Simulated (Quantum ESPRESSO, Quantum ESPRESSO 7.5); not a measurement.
# MgS, rock salt type, strained in the (001) plane, stepped through biaxial strain in the plane

What law, if any, do the results for MgS, rock salt type, strained in the (001) plane follow against biaxial strain in the plane?

Main program and level: Quantum ESPRESSO 7.5; plane-wave DFT, PBE, GBRV ultrasoft pseudopotentials.

Report form: the programs' logs are mostly left out.

The structure was built from a prototype and need not be the compound's stable phase.

## (1) The starting structure

The structure is cubic, space group Fm-3m (No. 225). The conventional cell has a = 5.230 Å, b = 5.230 Å, c = 5.230 Å, α = 90.00°, β = 90.00°, γ = 90.00°. Nearest to Mg lie 6 S at 2.62 Å. S has 6 Mg at 2.62 Å nearest. Farther neighbours and most contacts between anions are not listed.

Structure file:

```cif
data_structure
_symmetry_space_group_name_H-M 'Fm-3m'
_symmetry_Int_Tables_number 225
_cell_length_a 5.2300
_cell_length_b 5.2300
_cell_length_c 5.2300
_cell_angle_alpha 90.000
_cell_angle_beta 90.000
_cell_angle_gamma 90.000
_cell_volume 143.06
loop_
_atom_site_label
_atom_site_type_symbol
_atom_site_symmetry_multiplicity
_atom_site_Wyckoff_symbol
_atom_site_fract_x
_atom_site_fract_y
_atom_site_fract_z
_atom_site_occupancy
Mg1 Mg 4 a 0.00000 0.00000 0.00000 1
S1 S 4 b 0.00000 0.50000 0.00000 1
```

Set-up: The cubic cell is relaxed first; each member is held at its strain in the plane while the axis along [001] relaxes. pwcond (ikind = 0) gives the complex bands along [001] at three points across. Fixed occupations.

Members -2, -1, 0, 1 and 2 took the same steps and show in the table alone.

## (2) Relaxing cell and ions of the reference

The bulk crystal is relaxed in cell and atoms; the members are built on its lattice constants.

ref.vc.in

```
&control
  prefix = 'ref.vc'
  outdir = './out'
  pseudo_dir = './pseudo'
  nstep = 40
  forc_conv_thr = 0.001
  calculation = 'vc-relax'
/
&system
  ibrav = 0
  nat = 4
  ntyp = 2
  ecutwfc = 50
  ecutrho = 250
  occupations = 'fixed'
/
&electrons
  conv_thr = 1e-10
  mixing_beta = 0.6
  electron_maxstep = 120
/
&ions
/
&cell
  press_conv_thr = 0.2
/
ATOMIC_SPECIES
  Mg  24.3050  mg_pbe_v1.4.uspp.F.UPF
  S   32.0600  s_pbe_v1.4.uspp.F.UPF
CELL_PARAMETERS angstrom
  3.69816846560564 0.00000000000000 0.00000000000000
  0.00000000000000 3.69816846560564 0.00000000000000
  0.00000000000000 0.00000000000000 5.23000000000000
ATOMIC_POSITIONS crystal
  Mg  0.000000000000 0.000000000000 0.000000000000
  S   0.500000000000 0.500000000000 0.000000000000
  Mg  0.500000000000 0.500000000000 0.500000000000
  S   0.000000000000 0.000000000000 0.500000000000
K_POINTS automatic
  6 6 6 0 0 0
```

The run is started by

```console
$ OMP_NUM_THREADS=1 mpirun -n 4 pw.x -nk 4 -in ref.vc.in > ref.vc.out
```

Run time: 64 s. Hardware: 4 MPI ranks of Intel Xeon Platinum 8259CL at 2.50GHz (Skylake/Cascade Lake), shared host; peak memory 0.43 GiB; 4.2 min of CPU time.

Little changed from the start: no atom moved by 0.005 Å and no cell edge by 0.1 %.

 The last row is no step: it is a fresh SCF in the final cell with a new plane-wave basis, +0 meV from the row before.

Read from the output:

```
free energy                    : -4071.7456 eV
valence top, on the run's zero : 6.076 eV
```

## (3) Variable-cell relaxation, -4 %

What the set-up leaves free in this member is relaxed.

m0.relax.in is the input of step 2 with these lines changed:

```diff
@@ -1,3 +1,3 @@
 &control
-  prefix = 'ref.vc'
+  prefix = 'm0.relax'
   outdir = './out'
@@ -24,3 +24,4 @@
 &cell
-  press_conv_thr = 0.2
+  cell_dofree = 'z'
+  press_conv_thr = 0.3
 /
@@ -30,5 +31,5 @@
 CELL_PARAMETERS angstrom
-  3.69816846560564 0.00000000000000 0.00000000000000
-  0.00000000000000 3.69816846560564 0.00000000000000
-  0.00000000000000 0.00000000000000 5.23000000000000
+  3.54896918784000 0.00000000000000 0.00000000000000
+  0.00000000000000 3.54896918784000 0.00000000000000
+  0.00000000000000 0.00000000000000 5.22682067900000
 ATOMIC_POSITIONS crystal
```

The run is started by

```console
$ OMP_NUM_THREADS=1 mpirun -n 4 pw.x -nk 4 -in m0.relax.in > m0.relax.out
```

Wall time 78 s (4 MPI ranks); peak memory 0.42 GiB; 5.2 min of CPU time.

Step by step:

| step | energy less that of the first step (eV) | largest force (eV/Å) | volume (Å³) |
| --- | --- | --- | --- |
| 1 | 0.0000 | 0.0000 | 65.83 |
| 2 | -0.0076 | 0.0000 | 66.23 |
| 3 | -0.0149 | 0.0000 | 66.82 |
| 4 | -0.0176 | 0.0000 | 67.44 |
| 5 | -0.0177 | 0.0000 | 67.51 |
| 6 | -0.0181 | 0.0000 | 67.51 |

| conventional cell, symmetrised | before | after | change |
| --- | --- | --- | --- |
| a (Å) | 3.549 | 3.549 | +0.0 % |
| b (Å) | 3.549 | 3.549 | +0.0 % |
| c (Å) | 5.227 | 5.360 | +2.5 % |
| volume (Å³/atom) | 16.46 | 16.88 | +2.5 % |

The relaxed structure:

```xyz
4
Lattice="3.5490 0.0000 0.0000 0.0000 3.5490 0.0000 0.0000 0.0000 5.3599" Properties=species:S:1:pos:R:3 pbc="T T T"
Mg    0.0000    0.0000    0.0000
S     1.7745    1.7745    0.0000
Mg    1.7745    1.7745    2.6800
S     0.0000    0.0000    2.6800
```

 The last row is no step: it is a fresh SCF in the final cell with a new plane-wave basis, -0 meV from the row before.

Numbers from this step:

| Property | Result |
| --- | --- |
| free energy | -4071.6121 eV |
| valence top, on the run's zero | 6.876 eV |

## (4) SCF with pw.x, -4 %

The self-consistent run of this member.

m0.scf.in

```
&control
  prefix = 'm0.scf'
  outdir = './out'
  pseudo_dir = './pseudo'
  calculation = 'scf'
  tprnfor = .true.
/
&system
  ibrav = 0
  nat = 4
  ntyp = 2
  ecutwfc = 40
  ecutrho = 200
  occupations = 'fixed'
  nbnd = 20
/
&electrons
  conv_thr = 1e-09
  mixing_beta = 0.6
  electron_maxstep = 120
/
ATOMIC_SPECIES
  Mg  24.3050  mg_pbe_v1.4.uspp.F.UPF
  S   32.0600  s_pbe_v1.4.uspp.F.UPF
CELL_PARAMETERS angstrom
  3.54896918800000 0.00000000000000 0.00000000000000
  0.00000000000000 3.54896918800000 0.00000000000000
  0.00000000000000 0.00000000000000 5.35993964000000
ATOMIC_POSITIONS crystal
  Mg  0.000000000000 0.000000000000 0.000000000000
  S   0.500000000000 0.500000000000 0.000000000000
  Mg  0.500000000000 0.500000000000 0.500000000000
  S   0.000000000000 0.000000000000 0.500000000000
K_POINTS automatic
  6 6 6 0 0 0
```

The run is started by

```console
$ OMP_NUM_THREADS=1 mpirun -n 4 pw.x -nk 4 -in m0.scf.in > m0.scf.out
```

Run time: 12 s. Hardware: 4 MPI ranks; peak memory 0.34 GiB; 48 s of CPU time.

Read from the output:

| Property | Result |
| --- | --- |
| free energy | -4071.6058 eV |
| conduction bottom, on the run's zero | 9.515 eV |
| gap by band count | 2.639 eV |

## (5) Complex bands with pwcond.x, -4 %

pwcond with ikind = 0 solves for the decaying states at each energy.

m0.cbs.in

```
&inputcond
  outdir = './out'
  prefixl = 'm0.scf'
  band_file = 'm0.cbs'
  ikind = 0
  ewind = 4.0
  epsproj = 1e-05
  nz1 = 7
  energy0 = 4.95
  denergy = -0.15
/
3
  0.00000000 0.00000000 1.00000000
  0.50000000 0.00000000 1.00000000
  0.50000000 0.50000000 1.00000000
41
```

The run is started by

```console
$ OMP_NUM_THREADS=1 mpirun -n 4 pwcond.x -in m0.cbs.in > m0.cbs.out
```

Wall time 2 min (4 MPI ranks); peak memory 0.27 GiB; 7.8 min of CPU time.

K across = (0, 0) in the cell's reciprocal vectors; values within 0.0025 1/Å of each other count once, columns are sorted by size at each energy, a dash where no further value was kept. The Im kz of the slowest decaying states by energy, zero at the highest filled level of the SCF mesh:

| energy (eV) | decay 1 (Å⁻¹) | decay 2 (Å⁻¹) | decay 3 (Å⁻¹) |
| --- | --- | --- | --- |
| -1.05 | 0.772 | 1.22 | 1.85 |
| -0.75 | 0.745 | 1.19 | 1.84 |
| -0.45 | 0.716 | 1.15 | 1.82 |
| -0.15 | 0.155 | 0.686 | 1.12 |
| 0.00 | 0.011 | 0.246 | 0.671 |
| 0.15 | 0.094 | 0.305 | 0.655 |
| 0.45 | 0.154 | 0.386 | 0.622 |
| 0.60 | 0.173 | 0.415 | 0.604 |
| 0.90 | 0.201 | 0.461 | 0.567 |
| 1.20 | 0.219 | 0.495 | 0.528 |
| 1.50 | 0.229 | 0.484 | 0.52 |
| 1.80 | 0.234 | 0.436 | 0.539 |
| 2.10 | 0.233 | 0.381 | 0.552 |
| 2.40 | 0.226 | 0.315 | 0.561 |
| 2.70 | 0.214 | 0.23 | 0.567 |
| 3.00 | 0.074 | 0.195 | 0.569 |
| 3.30 | 0.166 | 0.532 | 0.568 |
| 3.45 | 0.147 | 0.49 | 0.567 |
| 3.75 | 0.089 | 0.39 | 0.562 |
| 4.05 | 0.252 | 0.555 | 1.43 |
| 4.35 | 0.545 | 1.40 | 1.56 |
| 4.65 | 0.533 | 1.37 | 1.54 |
| 4.95 | 0.518 | 1.34 | 1.52 |

K across = (1/2, 0) in the cell's reciprocal vectors; values within 0.0025 1/Å of each other count once, columns are sorted by size at each energy, a dash where no further value was kept. Im kz of the slowest decaying states against energy, zero at the highest filled level of the SCF mesh:

| energy (eV) | decay 1 (Å⁻¹) | decay 2 (Å⁻¹) | decay 3 (Å⁻¹) |
| --- | --- | --- | --- |
| -1.05 | 0.777 | 1.27 | 2.19 |
| -0.90 | 0.033 | 0.658 | 1.26 |
| -0.75 | 0.119 | 0.374 | 1.25 |
| -0.60 | 0.161 | 0.51 | 1.23 |
| -0.45 | 0.192 | 0.665 | 1.22 |
| -0.30 | 0.216 | 0.739 | 1.20 |
| -0.15 | 0.236 | 0.784 | 1.19 |
| 0.00 | 0.253 | 0.815 | 1.17 |
| 0.15 | 0.267 | 0.838 | 1.16 |
| 0.30 | 0.279 | 0.854 | 1.14 |
| 0.45 | 0.289 | 0.866 | 1.13 |
| 0.60 | 0.298 | 0.874 | 1.11 |
| 0.75 | 0.305 | 0.881 | 1.10 |
| 0.90 | 0.311 | 0.884 | 1.08 |
| 1.05 | 0.315 | 0.887 | 1.07 |
| 1.20 | 0.319 | 0.887 | 1.05 |
| 1.35 | 0.321 | 0.886 | 1.03 |
| 1.50 | 0.323 | 0.884 | 1.02 |
| 1.65 | 0.323 | 0.881 | 1 |
| 1.80 | 0.322 | 0.878 | 0.983 |
| 2.10 | 0.318 | 0.867 | 0.949 |
| 2.25 | 0.314 | 0.861 | 0.931 |
| 2.40 | 0.31 | 0.854 | 0.913 |
| 2.55 | 0.304 | 0.846 | 0.895 |
| 2.70 | 0.297 | 0.838 | 0.876 |
| 2.85 | 0.289 | 0.829 | 0.857 |
| 3.00 | 0.279 | 0.82 | 0.837 |
| 3.15 | 0.268 | 0.809 | 0.818 |
| 3.30 | 0.256 | 0.797 | 1.89 |
| 3.45 | 0.241 | 0.776 | 0.787 |
| 3.60 | 0.225 | 0.755 | 0.776 |
| 3.75 | 0.205 | 0.733 | 0.763 |
| 4.05 | 0.154 | 0.686 | 0.736 |
| 4.20 | 0.116 | 0.662 | 0.722 |
| 4.35 | 0.052 | 0.636 | 0.707 |
| 4.50 | 0.609 | 0.692 | 1.80 |
| 4.65 | 0.58 | 0.675 | 1.79 |
| 4.80 | 0.549 | 0.658 | 1.77 |
| 4.95 | 0.516 | 0.64 | 1.76 |

K across = (1/2, 1/2) in the cell's reciprocal vectors; values within 0.0025 1/Å of each other count once, columns are sorted by size at each energy, a dash where no further value was kept. Im kz of the slowest decaying states against energy, zero at the highest filled level of the SCF mesh:

| energy (eV) | decay 1 (Å⁻¹) | decay 2 (Å⁻¹) | decay 3 (Å⁻¹) |
| --- | --- | --- | --- |
| -1.05 | 0.288 | 0.351 | 2.09 |
| -0.90 | 0.305 | 0.362 | 2.08 |
| -0.75 | 0.317 | 0.372 | 2.07 |
| -0.60 | 0.326 | 0.379 | 2.07 |
| -0.45 | 0.333 | 0.386 | 2.06 |
| -0.30 | 0.337 | 0.391 | 2.05 |
| -0.15 | 0.34 | 0.395 | 2.04 |
| 0.00 | 0.341 | 0.398 | 2.04 |
| 0.15 | 0.34 | 0.399 | 2.03 |
| 0.30 | 0.338 | 0.4 | 2.02 |
| 0.45 | 0.335 | 0.4 | 2.01 |
| 0.60 | 0.33 | 0.399 | 2.00 |
| 0.75 | 0.324 | 0.398 | 2.00 |
| 0.90 | 0.317 | 0.395 | 1.99 |
| 1.05 | 0.308 | 0.392 | 1.98 |
| 1.20 | 0.298 | 0.388 | 1.97 |
| 1.35 | 0.287 | 0.383 | 1.96 |
| 1.50 | 0.274 | 0.377 | 1.95 |
| 1.65 | 0.259 | 0.371 | 1.95 |
| 1.80 | 0.242 | 0.363 | 1.94 |
| 2.10 | 0.199 | 0.346 | 1.92 |
| 2.25 | 0.171 | 0.336 | 1.91 |
| 2.40 | 0.136 | 0.325 | 1.91 |
| 2.55 | 0.084 | 0.313 | 1.90 |
| 2.70 | 0.3 | 1.89 | 2.09 |
| 2.85 | 0.286 | 1.88 | 2.08 |
| 3.00 | 0.27 | 1.87 | 2.07 |
| 3.15 | 0.252 | 1.86 | 2.06 |
| 3.30 | 0.232 | 1.85 | 2.05 |
| 3.45 | 0.21 | 1.84 | 2.04 |
| 3.60 | 0.183 | 1.84 | 2.03 |
| 3.75 | 0.151 | 1.83 | 2.02 |
| 4.05 | 0.021 | 1.81 | 2.00 |
| 4.20 | 1.80 | 1.99 | 2.32 |
| 4.35 | 1.79 | 1.98 | 2.31 |
| 4.50 | 1.78 | 1.97 | 2.31 |
| 4.65 | 1.77 | 1.96 | 2.30 |
| 4.80 | 1.76 | 1.95 | 2.29 |
| 4.95 | 0.045 | 1.76 | 1.94 |

## (6) Variable-cell relaxation, -3 %

m1.relax.in

```
&control
  prefix = 'm1.relax'
  outdir = './out'
  pseudo_dir = './pseudo'
  nstep = 40
  forc_conv_thr = 0.001
  calculation = 'vc-relax'
/
&system
  ibrav = 0
  nat = 4
  ntyp = 2
  ecutwfc = 50
  ecutrho = 250
  occupations = 'fixed'
/
&electrons
  conv_thr = 1e-10
  mixing_beta = 0.6
  electron_maxstep = 120
/
&ions
/
&cell
  cell_dofree = 'z'
  press_conv_thr = 0.3
/
ATOMIC_SPECIES
  Mg  24.3050  mg_pbe_v1.4.uspp.F.UPF
  S   32.0600  s_pbe_v1.4.uspp.F.UPF
CELL_PARAMETERS angstrom
  3.58593761688000 0.00000000000000 0.00000000000000
  0.00000000000000 3.58593761688000 0.00000000000000
  0.00000000000000 0.00000000000000 5.22682067900000
ATOMIC_POSITIONS crystal
  Mg  0.000000000000 0.000000000000 0.000000000000
  S   0.500000000000 0.500000000000 0.000000000000
  Mg  0.500000000000 0.500000000000 0.500000000000
  S   0.000000000000 0.000000000000 0.500000000000
K_POINTS automatic
  6 6 6 0 0 0
```

The run is started by

```console
$ OMP_NUM_THREADS=1 mpirun -n 4 pw.x -nk 4 -in m1.relax.in > m1.relax.out
```

Run time: 84 s. Hardware: 4 MPI ranks; peak memory 0.42 GiB.

The steps of the relaxation:

| step | energy less that of the first step (eV) | largest force (eV/Å) | volume (Å³) |
| --- | --- | --- | --- |
| 1 | 0.0000 | 0.0000 | 67.21 |
| 2 | -0.0042 | 0.0000 | 67.51 |
| 3 | -0.0083 | 0.0000 | 67.96 |
| 4 | -0.0099 | 0.0000 | 68.43 |
| 5 | -0.0099 | 0.0000 | 68.47 |
| 6 | -0.0101 | 0.0000 | 68.47 |

| conventional cell, symmetrised | before | after | change |
| --- | --- | --- | --- |
| a (Å) | 3.586 | 3.586 | +0.0 % |
| b (Å) | 3.586 | 3.586 | +0.0 % |
| c (Å) | 5.227 | 5.325 | +1.9 % |
| volume (Å³/atom) | 16.80 | 17.12 | +1.9 % |

Final coordinates:

```xyz
4
Lattice="3.5859 0.0000 0.0000 0.0000 3.5859 0.0000 0.0000 0.0000 5.3247" Properties=species:S:1:pos:R:3 pbc="T T T"
Mg    0.0000    0.0000    0.0000
S     1.7930    1.7930    0.0000
Mg    1.7930    1.7930    2.6623
S     0.0000    0.0000    2.6623
```

 The last row is no step: it is a fresh SCF in the final cell with a new plane-wave basis, -0 meV from the row before.

Numbers from this step:

| Property | Result |
| --- | --- |
| free energy | -4071.6733 eV |
| valence top, on the run's zero | 6.680 eV |

## (7) Ground state, -3 %

m1.scf.in

```
&control
  prefix = 'm1.scf'
  outdir = './out'
  pseudo_dir = './pseudo'
  calculation = 'scf'
  tprnfor = .true.
/
&system
  ibrav = 0
  nat = 4
  ntyp = 2
  ecutwfc = 40
  ecutrho = 200
  occupations = 'fixed'
  nbnd = 20
/
&electrons
  conv_thr = 1e-09
  mixing_beta = 0.6
  electron_maxstep = 120
/
ATOMIC_SPECIES
  Mg  24.3050  mg_pbe_v1.4.uspp.F.UPF
  S   32.0600  s_pbe_v1.4.uspp.F.UPF
CELL_PARAMETERS angstrom
  3.58593761700000 0.00000000000000 0.00000000000000
  0.00000000000000 3.58593761700000 0.00000000000000
  0.00000000000000 0.00000000000000 5.32468755000000
ATOMIC_POSITIONS crystal
  Mg  0.000000000000 0.000000000000 0.000000000000
  S   0.500000000000 0.500000000000 0.000000000000
  Mg  0.500000000000 0.500000000000 0.500000000000
  S   0.000000000000 0.000000000000 0.500000000000
K_POINTS automatic
  6 6 6 0 0 0
```

The run is started by

```console
$ OMP_NUM_THREADS=1 mpirun -n 4 pw.x -nk 4 -in m1.scf.in > m1.scf.out
```

The job ended after 13 s (4 MPI ranks; peak memory 0.34 GiB).

Read from the output:

* free energy: -4071.6669 eV
* valence top, on the run's zero: 6.681 eV
* conduction bottom, on the run's zero: 9.338 eV
* gap by band count: 2.658 eV

## (8) Complex band structure, -3 %

m1.cbs.in is the input of step 5 with these lines changed:

```diff
@@ -2,4 +2,4 @@
   outdir = './out'
-  prefixl = 'm0.scf'
-  band_file = 'm0.cbs'
+  prefixl = 'm1.scf'
+  band_file = 'm1.cbs'
   ikind = 0
```

The run is started by

```console
$ OMP_NUM_THREADS=1 mpirun -n 4 pwcond.x -in m1.cbs.in > m1.cbs.out
```

Run time: 2.1 min. Hardware: 4 MPI ranks; peak memory 0.27 GiB.

K across = (0, 0) in the cell's reciprocal vectors; values within 0.0025 1/Å of each other count once, columns are sorted by size at each energy, a dash where no further value was kept. The Im kz of the slowest decaying states by energy, zero at the highest filled level of the SCF mesh:

| energy (eV) | decay 1 (Å⁻¹) | decay 2 (Å⁻¹) | decay 3 (Å⁻¹) |
| --- | --- | --- | --- |
| -1.05 | 0.745 | 1.22 | 1.84 |
| -0.75 | 0.718 | 1.19 | 1.82 |
| -0.45 | 0.69 | 1.16 | 1.80 |
| -0.15 | 0.101 | 0.661 | 1.12 |
| 0.00 | 0.011 | 0.217 | 0.645 |
| 0.15 | 0.095 | 0.284 | 0.63 |
| 0.45 | 0.155 | 0.37 | 0.597 |
| 0.60 | 0.175 | 0.402 | 0.58 |
| 0.90 | 0.202 | 0.45 | 0.543 |
| 1.20 | 0.219 | 0.485 | 0.504 |
| 1.50 | 0.23 | 0.46 | 0.512 |
| 1.80 | 0.233 | 0.411 | 0.531 |
| 2.10 | 0.232 | 0.354 | 0.546 |
| 2.40 | 0.224 | 0.285 | 0.555 |
| 2.70 | 0.191 | 0.21 | 0.561 |
| 3.00 | 0.189 | 0.564 | 0.613 |
| 3.30 | 0.158 | 0.539 | 0.564 |
| 3.45 | 0.136 | 0.497 | 0.563 |
| 3.75 | 0.061 | 0.401 | 0.558 |
| 4.05 | 0.271 | 0.551 | 1.41 |
| 4.35 | 0.542 | 1.38 | 1.53 |
| 4.65 | 0.53 | 1.35 | 1.51 |
| 4.95 | 0.515 | 1.32 | 1.50 |

## (9) Relaxing cell and ions, 3 %

m7.relax.in

```
&control
  prefix = 'm7.relax'
  outdir = './out'
  pseudo_dir = './pseudo'
  nstep = 40
  forc_conv_thr = 0.001
  calculation = 'vc-relax'
/
&system
  ibrav = 0
  nat = 4
  ntyp = 2
  ecutwfc = 50
  ecutrho = 250
  occupations = 'fixed'
/
&electrons
  conv_thr = 1e-10
  mixing_beta = 0.6
  electron_maxstep = 120
/
&ions
/
&cell
  cell_dofree = 'z'
  press_conv_thr = 0.3
/
ATOMIC_SPECIES
  Mg  24.3050  mg_pbe_v1.4.uspp.F.UPF
  S   32.0600  s_pbe_v1.4.uspp.F.UPF
CELL_PARAMETERS angstrom
  3.80774819112000 0.00000000000000 0.00000000000000
  0.00000000000000 3.80774819112000 0.00000000000000
  0.00000000000000 0.00000000000000 5.22682067900000
ATOMIC_POSITIONS crystal
  Mg  0.000000000000 0.000000000000 0.000000000000
  S   0.500000000000 0.500000000000 0.000000000000
  Mg  0.500000000000 0.500000000000 0.500000000000
  S   0.000000000000 0.000000000000 0.500000000000
K_POINTS automatic
  6 6 6 0 0 0
```

The run is started by

```console
$ OMP_NUM_THREADS=1 mpirun -n 4 pw.x -nk 4 -in m7.relax.in > m7.relax.out
```

Wall time 1.8 min (4 MPI ranks); peak memory 0.44 GiB.

Step by step:

| step | energy less that of the first step (eV) | largest force (eV/Å) | volume (Å³) |
| --- | --- | --- | --- |
| 1 | 0.0000 | 0.0000 | 75.78 |
| 2 | -0.0040 | 0.0000 | 75.48 |
| 3 | -0.0072 | 0.0000 | 75.15 |
| 4 | -0.0095 | 0.0000 | 74.64 |
| 5 | -0.0097 | 0.0000 | 74.51 |
| 6 | -0.0094 | 0.0000 | 74.51 |

| conventional cell, symmetrised | before | after | change |
| --- | --- | --- | --- |
| a (Å) | 3.808 | 3.808 | -0.0 % |
| b (Å) | 3.808 | 3.808 | -0.0 % |
| c (Å) | 5.227 | 5.139 | -1.7 % |
| volume (Å³/atom) | 18.95 | 18.63 | -1.7 % |

Final coordinates:

```xyz
4
Lattice="3.8077 0.0000 0.0000 0.0000 3.8077 0.0000 0.0000 0.0000 5.1389" Properties=species:S:1:pos:R:3 pbc="T T T"
Mg    0.0000    0.0000    0.0000
S     1.9039    1.9039    0.0000
Mg    1.9039    1.9039    2.5695
S     0.0000    0.0000    2.5695
```

 The last row is no step: it is a fresh SCF in the final cell with a new plane-wave basis, +0 meV from the row before.

Read from the output:

| Item | Value |
| --- | --- |
| free energy | -4071.6909 eV |
| valence top, on the run's zero | 5.680 eV |

## (10) Ground state, 3 %

m7.scf.in

```
&control
  prefix = 'm7.scf'
  outdir = './out'
  pseudo_dir = './pseudo'
  calculation = 'scf'
  tprnfor = .true.
/
&system
  ibrav = 0
  nat = 4
  ntyp = 2
  ecutwfc = 40
  ecutrho = 200
  occupations = 'fixed'
  nbnd = 20
/
&electrons
  conv_thr = 1e-09
  mixing_beta = 0.6
  electron_maxstep = 120
/
ATOMIC_SPECIES
  Mg  24.3050  mg_pbe_v1.4.uspp.F.UPF
  S   32.0600  s_pbe_v1.4.uspp.F.UPF
CELL_PARAMETERS angstrom
  3.80774819100000 0.00000000000000 0.00000000000000
  0.00000000000000 3.80774819100000 0.00000000000000
  0.00000000000000 0.00000000000000 5.13890530800000
ATOMIC_POSITIONS crystal
  Mg  0.000000000000 0.000000000000 0.000000000000
  S   0.500000000000 0.500000000000 0.000000000000
  Mg  0.500000000000 0.500000000000 0.500000000000
  S   0.000000000000 0.000000000000 0.500000000000
K_POINTS automatic
  6 6 6 0 0 0
```

The run is started by

```console
$ OMP_NUM_THREADS=1 mpirun -n 4 pw.x -nk 4 -in m7.scf.in > m7.scf.out
```

Run time: 13 s. Hardware: 4 MPI ranks; peak memory 0.36 GiB; 48 s of CPU time.

This step gave:

| Item | Value |
| --- | --- |
| free energy | -4071.6848 eV |
| conduction bottom, on the run's zero | 8.161 eV |
| gap by band count | 2.481 eV |

(Continued in part 2 of 2.)

[Logs are printed without paths, hosts, clocks, repeated set-up lines and the standing remarks that a program may print on its own settings, such as how far it seeks lower states.]

[Hosts, paths, dates, database ids (printed as entryN), source tags and the programs' standing remarks are cut or masked in the printed files.]

[Maps of the electrostatic potential energy from Ansatz leave out the sawtooth potential of an applied field or a dipole correction, so their vacuum need not be flat; planar profiles and work functions include it.]
